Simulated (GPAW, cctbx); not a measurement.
## How far are the atoms of Sn2B3Rh from free atoms?

Aim: compute the bonding part of the density of Sn2B3Rh, find which reflections carry it, and see how it biases an ordinary refinement.

The cell comes from substitution in a known structure type and wasn't matched to any measured phase. All numbers below are calculated.

## Step 1: Relax the structure

The density hangs on the geometry, so cell and atoms are relaxed first, with the symmetry held. The cutoff is set higher than for the density because stress converges slowly with plane waves.

Settings: GPAW 26.7.0, PBE, 670 eV, 5×5×5 k-points, Fermi–Dirac width 0.1 eV, BFGS to 0.03 eV/Å.

```text
cell
1.0
     2.455000000    1.417394911    3.832000000
    -2.455000000    1.417394911    3.832000000
     0.000000000   -2.834789822    3.832000000
Sn Rh B
2 1 3
Direct
0.377433333 0.377433333 0.377433333
0.622566667 0.622566667 0.622566667
0.000000000 0.000000000 0.000000000
0.000000000 0.000000000 0.500000000
0.500000000 0.000000000 0.000000000
0.000000000 0.500000000 0.000000000
```

```console
$ OMP_NUM_THREADS=1 mpirun -n 4 gpaw python run.py > gpaw.log
```

```text
BFGS:    0      -28.699846        0.460922
BFGS:    1      -28.711438        0.443720
BFGS:    2      -28.786940        0.497964
BFGS:    3      -28.805260        0.646301
...
BFGS:   13      -29.377755        0.227281
BFGS:   14      -29.386414        0.145274
BFGS:   15      -29.391121        0.018280
cell  4.5698 4.5698 4.5698  74.20 74.20 74.20
volume 86.314 A^3, largest force 0.012 eV/A, largest stress 0.20 GPa
```

After 15 steps the volume has changed by +7.9 % and the energy by -0.691 eV; the largest stress left is 0.20 GPa. It took 3.7 min on 4 cores of Arm Neoverse V1 (shared host), peak memory 1.2 GiB.

Relaxed structure: R-3m (no. 166), a = 5.5133 Å, b = 5.5133 Å, c = 9.8367 Å, α = 90.00°, β = 90.00°, γ = 120.00°.

```
atom  mult.    x    y       z
 Sn1      6  1/3  2/3  0.0223
 Rh1      3    0    0       0
  B1      9  5/6  2/3     1/6
```

## Step 2: The all-electron density

X-rays see the whole electron density, so the PAW density is rebuilt with its core regions. Subtracting spherical free atoms from the same code cancels the cores and leaves the deformation density Δρ, the part due to bonding.

Settings: PBE, 550 eV, 6×6×6 k-points, Fermi–Dirac width 0.1 eV; primitive cell of 6 atoms.

```console
$ OMP_NUM_THREADS=1 mpirun -n 4 gpaw python run.py > gpaw.log
```

```text
|iter:   1|       0s |  -31.154087 | +0.23 |       |
|iter:   2|       2s |  -30.465762 | -1.69 | -1.09 |
|iter:   3|       3s |  -29.505159 | -1.70 | -1.19 |
...
|iter:   9|      10s |  -29.323780c| -6.53 | -4.12c|
|iter:  10|      11s |  -29.323779c| -7.32 | -4.59c|
|iter:  11|      12s |  -29.323779c| -7.70c| -5.20c|
```

```text
grid (50, 50, 50)  electrons 160.000  moved by bonding 1.093 e
deformation density beyond 0.5 A of the nuclei: max 0.246, min -0.624 e/A^3
atom        x       y       z   Voronoi charge  moment
Sn1    0.3557  0.3557  0.3557      0.228       0.00
Sn2    0.6443  0.6443  0.6443      0.228       0.00
Rh3    0.0000  0.0000  0.0000      0.128       0.00
B 4    0.0000  0.0000  0.5000     -0.195       0.00
B 5    0.5000  1.0000  0.0000     -0.195       0.00
B 6    0.0000  0.5000  0.0000     -0.195       0.00
mean inner potential of superposed free atoms 21.909 V
total magnetic moment 0.000 muB
```

Deformation density in a plane through the shortest contact of the Rh atom at the origin, in 0.01 e/Å³ (clipped at ±99); x from -1.6 to 3.9 Å, y from 2.4 down to -2.4 Å:

```text
 -1  -1   0   1  -1   .   .   .   2   2   1  -1  -1  -1   0   1
 -1  -1   0   2   2   .   .   .  -2   1   1  -1  -1  -1   0   1
 -1   0   1   3   6  10   8   1   0   1   1   0   0  -1   0   2
  1   1   1   2   4   8   8   4   2   1   1   1   1   1   1   2
  4   3   2   0 -11 -16  -1   3   3   1  -1   0   3   4   3   0
  8   7  -4  -4   . -34  -6   0   6   4  -1   .   6   8   2  -9
 10   8 -13 -60   .   . -51  -5  10  10   .   .  11  10   1 -36
  5   6  -3  -6   .   9  -8  -1   8   7   3   .   2   6   2  -5
  2   3   2  -4 -19  -6   0   2   4   3   1  -1   1   3   3   0
  2   3   5   8   7   4   2   1   1   1   1   1   1   2   4   7
  1   0   2  10   9   5   2   0  -1   0   0   0   1   0   0   6
  1  -3   .   .   3   2   2   0  -1  -1  -1   0   1  -1  -3   .
  2   2   .   .  -4   0   1   0  -1  -1  -1   0   2   2   5   .
```

Atoms in or within 0.15 Å of the plane: Rh (0.0, 0.0), B (0.6, 2.2), B (-0.6, -2.2), B (2.3, 0.0) Å. Dots mark points within about 0.45 Å of a nucleus; large values next to them are atomic features.

B gains most (-0.19 e) and Sn loses most (+0.23 e), which isn't the order of electronegativity: valence and coordination count too, and Voronoi cells cut space at the midplane whatever the atoms' sizes. Such charges fall far short of formal ones, since overlapping free atoms already put density on their neighbours. Along the shortest contact from the Rh atom at the map's origin, Rh–B at 2.28 Å, Δρ is +0.05 e/Å³ at the midpoint; the highest value on the line, +0.11, lies at the edge of the range, 0.5 Å from B, and is an atomic rather than a bond feature: a modest build-up. At the midpoints of other shortest contacts it is +0.03 (Sn–B, 2.45 Å), +0.02 (B–B, 2.76 Å), +0.07 (Sn–Sn, 2.84 Å) and +0.01 (Sn–Rh, 3.19 Å) e/Å³. Point values carry grid noise of about 0.01 e/Å³. The run needed 11 iterations, 19 s.

## Step 3: Structure factors

The Fourier components of Δρ, added to those of the free atoms, give the static X-ray structure factors; the Mott–Bethe relation turns them into the Fourier components V of the potential that fast electrons feel.

```text
static structure factors of the conventional cell: F in electrons, V (Mott-Bethe) in volts
   h  k  l      d  |F| table  |F| free   |F| DFT   change   |V| free  |V| DFT  change %
   1  0  1  4.2954    33.480    33.624    32.926   -0.697     0.398    0.626     57.2
   1  0 -2  3.4259    44.729    44.578    44.225   -0.353     0.665    0.739     11.0
   0  0  3  3.2789   323.448   323.376   322.026   -1.350     7.700    7.957      3.3
   1  1  0  2.7567   351.235   351.069   350.457   -0.612     9.272    9.354      0.9
   2  0 -1  2.3200    63.005    63.212    64.512    1.300     3.014    2.890     -4.1
   1  0  4  2.1862   108.981   109.092   109.123    0.030     3.057    3.055     -0.1
   2  0  2  2.1477    68.697    68.648    68.529   -0.119     3.195    3.205      0.3
   1  1  3  2.1100   318.152   317.976   317.032   -0.944     8.343    8.417      0.9
   1  0 -5  1.8190   140.428   140.361   139.500   -0.861     3.669    3.719      1.4
   2  1  1  1.7750    31.166    31.127    31.714    0.587     0.207    0.175    -15.8
   2  0 -4  1.7129    75.394    75.263    76.004    0.740     0.518    0.479     -7.4
   2  1 -2  1.6942    36.134    36.116    35.805   -0.311     0.593    0.608      2.7
   0  0  6  1.6395   247.005   246.948   246.012   -0.937     6.326    6.371      0.7
   3  0  0  1.5916   288.647   288.490   287.948   -0.542     5.897    5.921      0.4
```

The largest X-ray change is -1.35 e on 003, 0.4 % of |F|. For electrons V goes as (Z − F)/g², so a change of F counts against Z − F, which is small at low angle and wherever the atoms' terms cancel: |V| of 101 moves by +57.2 % (0.40 to 0.63 V) against -2.1 % in |F|. The last three rows still change by up to 0.94 e; the table stops while the angles are still low. The tabulated Hartree–Fock atoms differ from the free DFT atoms by up to 0.21 e, so the choice of reference atom matters too.

## Step 4: Which functional?

The same geometry is run with other functionals, to see whether the bonding signal is larger than the spread between approximations. Free atoms are LDA for LDA and PBE otherwise; meta-GGAs and hybrids keep PBE cores. Any other changed setting is in the row's label.

```
   run  ΔF 003 (e)  ΔF 2 0 -1 (e)  ΔF 113 (e)  q(B) (e)  moved (e)  time
   PBE      -1.350         +1.300      -0.944    -0.195      1.093  19 s
   LDA      -1.264         +1.304      -0.943    -0.181      1.059  18 s
r2SCAN      -1.272         +1.284      -0.960    -0.195      1.171  41 s
```

At the base's settings ΔF(003) spans -1.350 to -1.264 e, a spread of 6 % of the PBE value; over the three listed reflections the spread is at most 6 %, so sign and size hold across the functionals. Times are from shared hosts.

## Step 5: Refining ordinary atoms against data with bonding

Routine crystallography fits spherical atoms. To see the bias, intensities are simulated from tabulated atoms plus the DFT change ΔF, so that bonding alone can misfit (3938 reflections of the full sphere, merged to the counts below, to 0.45 Å, 1 % proportional noise plus counting noise, assumed isotropic U as listed, Δρ smeared by the mean U) and refined with cctbx over different ranges.

| range | data | R1 | GooF | U Sn1 (true 0.0054) | U Rh1 (true 0.0056) | U B1 (true 0.0106) | largest shift (Å) | Δρ max, min (e/Å³) |
| --- | --- | --- | --- | --- | --- | --- | --- | --- |
| all data | 394 | 0.0037 | 1.03 | 0.0054 | 0.0056 | 0.0108 | 0.0000 | 0.38, -0.37 |
| low resolution, d > 0.84 | 73 | 0.0036 | 1.35 | 0.0053 | 0.0055 | 0.0103 | 0.0002 | 0.23, -0.22 |
| high order, d < 0.75 | 299 | 0.0038 | 0.93 | 0.0054 | 0.0056 | 0.0109 | 0.0001 | 0.27, -0.19 |
| occupancies free, d > 0.7 | 115 | 0.0034 | 1.26 | 0.0054 | 0.0055 | 0.0105 | 0.0000 | 0.28, -0.25 |

With all data GooF is 1.03, diluted by the many high-angle data; the misfit shows at low resolution; the top residual peak lies 1.30 Å from Sn and 1.69 Å from B. No U is off by more than 3 s.u. at low resolution. With Sn1 held at 1 and the scale free, the other occupancies refine to Rh1 0.998(0.001) and B1 0.996(0.010), within three s.u. of full.

## Step 6: Answer

Bonding moves 1.09 e in the primitive cell of Sn2B3Rh and changes the structure factors of the conventional cell in the table above by at most 1.35 e (003, 0.4 %), and among reflections above 2 % of the strongest by up to 2.1 % (101). The shortest bond, Rh–B, has Δρ = +0.05 e/Å³ at its midpoint. At the base's settings ΔF(003) spans -1.350 to -1.264 e, a spread of 6 % of the PBE value; over the three listed reflections the spread is at most 6 %, so sign and size hold across the functionals. With all data GooF is 1.03, diluted by the many high-angle data. Limits: static density, frozen cores, no spin–orbit coupling.

[Outputs are excerpts: Python notices, other lines and further rows are left out; steps that failed or that the build refused (PBEsol, TPSS) are not shown.]

[Logs are printed without paths, hosts, clocks, repeated set-up lines and the standing remarks that a program may print on its own settings, such as how far it seeks lower states.]
